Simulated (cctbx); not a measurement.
# X-rays or neutrons for the lightest atoms?

Cell a = 7.8800 Å, b = 9.3810 Å, c = 9.8630 Å, α = 90.00°, β = 111.29°, γ = 90.00°; space group P2_1/c (no. 14); content Cr20 O32 Li4. The heavier atoms are placed; Li is still missing.

Simulated single-crystal data (cctbx): Mo Kα, λ = 0.71073 Å, to d = 0.77 Å, 50 % of the full sphere, strongest reflection 40000 counts, noise from counting, a 3 % proportional error and a noise floor of 4 counts (s.d.); no absorption.

Refinement without Li (map in e/Å³):

```text
Rint 0.028, 1444 unique reflections to 0.77 A
cycle     R1     wR2    GooF  max shift (A)
   1  0.1153  0.2640   5.487   0.05038
   2  0.0563  0.1362   2.830   0.00004
final R1 0.0563 wR2 0.1362 GooF 2.830  parameters 52  data/parameter 27.8
atom        x        y        z      Ueq    occ   su(xyz)  su(Uiso or U11)
Cr1    0.00568  0.35642  0.09616   0.0127  1.000  0.00015  0.0003
Cr2    0.79595  0.61066  0.10993   0.0126  1.000  0.00015  0.0003
Cr3    0.78852  0.12672  0.28485   0.0127  1.000  0.00015  0.0003
Cr4    0.60682  0.87734  0.31452   0.0117  1.000  0.00014  0.0003
Cr5    0.62688  0.13313  0.48964   0.0124  1.000  0.00015  0.0003
O1     0.98458  0.73064  0.07658   0.0143  1.000  0.00065  0.0009
O2     0.99568  0.00329  0.26571   0.0156  1.000  0.00064  0.0009
O3     0.80504  0.24183  0.13488   0.0149  1.000  0.00066  0.0009
O4     0.77930  0.74786  0.26653   0.0203  1.000  0.00072  0.0010
O5     0.58350  0.50394  0.14633   0.0158  1.000  0.00064  0.0010
O6     0.60038  0.00514  0.15648   0.0175  1.000  0.00064  0.0010
O7     0.60646  0.25699  0.31887   0.0195  1.000  0.00070  0.0010
O8     0.39589  0.25396  0.01816   0.0196  1.000  0.00070  0.0011
difference map: max 6.14 min -1.50 rms 0.28
Q1    0.3862  0.0701  0.0166    4    6.53  1.73 A from O8
Q2    0.2108  0.6690  0.2400    4    1.81  0.47 A from Cr3
Q3    0.2476  0.1266  0.3713    4    1.61  0.47 A from Cr2
Q4    0.2082  0.5827  0.1830    4    1.60  0.52 A from Cr3
Q5    0.0402  0.1673  0.5759    4    1.58  0.45 A from Cr1
Q6    0.4256  0.1563  0.6734    4    1.54  0.45 A from Cr4
Q7    0.0298  0.6223  0.8826    4    1.53  0.45 A from Cr1
Q8    0.3582  0.0896  0.7056    4    1.35  0.50 A from Cr4
```

Simulated single-crystal data (cctbx): neutrons of λ = 0.84 Å, to d = 0.7 Å, 50 % of the full sphere, strongest reflection 5000 counts, noise from counting, a 3 % proportional error and a noise floor of 4 counts (s.d.); no absorption.

Refinement without Li (map in fm/Å³; only maxima are listed):

```text
Rint 0.068, 1923 unique reflections to 0.70 A
cycle     R1     wR2    GooF  max shift (A)
   1  0.1809  0.3474   3.259   0.06373
   2  0.1117  0.2183   2.048   0.00008
final R1 0.1117 wR2 0.2183 GooF 2.048  parameters 52  data/parameter 37.0
atom        x        y        z      Ueq    occ   su(xyz)  su(Uiso or U11)
Cr1    0.00517  0.35601  0.09610   0.0123  1.000  0.00048  0.0006
Cr2    0.79620  0.61049  0.11034   0.0145  1.000  0.00052  0.0007
Cr3    0.78908  0.12662  0.28497   0.0141  1.000  0.00051  0.0006
Cr4    0.60601  0.87749  0.31411   0.0134  1.000  0.00050  0.0006
Cr5    0.62719  0.13281  0.48988   0.0139  1.000  0.00050  0.0006
O1     0.98550  0.73047  0.07590   0.0145  1.000  0.00032  0.0004
O2     0.99558  0.00301  0.26544   0.0168  1.000  0.00034  0.0005
O3     0.80400  0.24182  0.13422   0.0147  1.000  0.00033  0.0004
O4     0.77959  0.74720  0.26650   0.0222  1.000  0.00039  0.0005
O5     0.58476  0.50424  0.14673   0.0161  1.000  0.00033  0.0005
O6     0.60069  0.00555  0.15666   0.0178  1.000  0.00033  0.0005
O7     0.60684  0.25676  0.31938   0.0195  1.000  0.00036  0.0005
O8     0.39567  0.25407  0.01763   0.0205  1.000  0.00037  0.0005
difference map: max 1.80 min -12.15 rms 0.42
Q1    0.3848  0.0706  0.0897    4    1.90  1.70 A from O6
Q2    0.3088  0.0955  0.9730    4    1.66  1.63 A from O8
Q3    0.3848  0.7031  0.6952    4    1.49  0.42 A from O7
Q4    0.3523  0.2280  0.9813    4    1.47  0.46 A from O8
Q5    0.9897  0.0588  0.2663    4    1.42  0.53 A from O2
Q6    0.4621  0.1092  0.0450    4    1.29  1.45 A from O8
Q7    0.4223  0.0759  0.9616    4    1.27  1.35 A from O6
Q8    0.4247  0.2215  0.5475    4    1.25  0.38 A from O8
```

**Question.** Where is Li, and which data fix it better?

Li sits at (0.6143, 0.5708, 0.4833). Adding it takes R1 from 0.056 to 0.038 with X-rays and from 0.112 to 0.058 with neutrons. Its largest coordinate s.u. is 0.00113 with X-rays and 0.00058 with neutrons, so neutrons fix it better in these data. In the X-ray map Q1 marks it. No listed neutron peak is on it. Natural Li has a negative scattering length, so it shows as a hole in the neutron map (minimum -12.2), not among the maxima.

Final neutron refinement:

```text
Rint 0.068, 1923 unique reflections to 0.70 A
cycle     R1     wR2    GooF  max shift (A)
   1  0.1543  0.3030   2.846   0.06431
   2  0.0584  0.1211   1.138   0.00005
final R1 0.0584 wR2 0.1211 GooF 1.138  parameters 56  data/parameter 34.3
atom        x        y        z      Ueq    occ   su(xyz)  su(Uiso or U11)
Cr1    0.00582  0.35636  0.09627   0.0126  1.000  0.00027  0.0003
Cr2    0.79583  0.61071  0.10986   0.0135  1.000  0.00027  0.0004
Cr3    0.78856  0.12687  0.28453   0.0132  1.000  0.00027  0.0003
Cr4    0.60608  0.87747  0.31436   0.0125  1.000  0.00027  0.0003
Cr5    0.62692  0.13318  0.48976   0.0129  1.000  0.00027  0.0003
O1     0.98496  0.73049  0.07579   0.0145  1.000  0.00018  0.0002
O2     0.99549  0.00359  0.26552   0.0163  1.000  0.00018  0.0003
O3     0.80421  0.24155  0.13445   0.0147  1.000  0.00018  0.0002
O4     0.77989  0.74704  0.26666   0.0215  1.000  0.00021  0.0003
O5     0.58450  0.50400  0.14660   0.0162  1.000  0.00018  0.0003
O6     0.60054  0.00509  0.15630   0.0178  1.000  0.00018  0.0003
O7     0.60641  0.25695  0.31916   0.0193  1.000  0.00020  0.0003
O8     0.39547  0.25335  0.01764   0.0193  1.000  0.00020  0.0003
Li1    0.61444  0.57168  0.48336   0.0166  1.000  0.00058  0.0007
difference map: max 1.42 min -1.27 rms 0.27
Q1    0.0266  0.1981  0.3915    4    1.51  0.48 A from O1
Q2    0.4341  0.2234  0.5499    4    1.22  0.41 A from O8
Q3    0.3742  0.0891  0.7135    4    1.21  0.48 A from Cr4
Q4    0.3545  0.2318  0.9728    4    1.14  0.49 A from O8
Q5    0.2382  0.1340  0.3676    4    1.12  0.46 A from Cr2
Q6    0.4213  0.0529  0.0725    4    1.09  0.55 A from Li1
```

The model is made up (kin elements in a known structure type, no relaxation), so it says nothing on whether the phase exists.

[Middle refinement cycles are left out of these outputs.]

[Logs are printed without paths, hosts, clocks, repeated set-up lines and the standing remarks that a program may print on its own settings, such as how far it seeks lower states.]
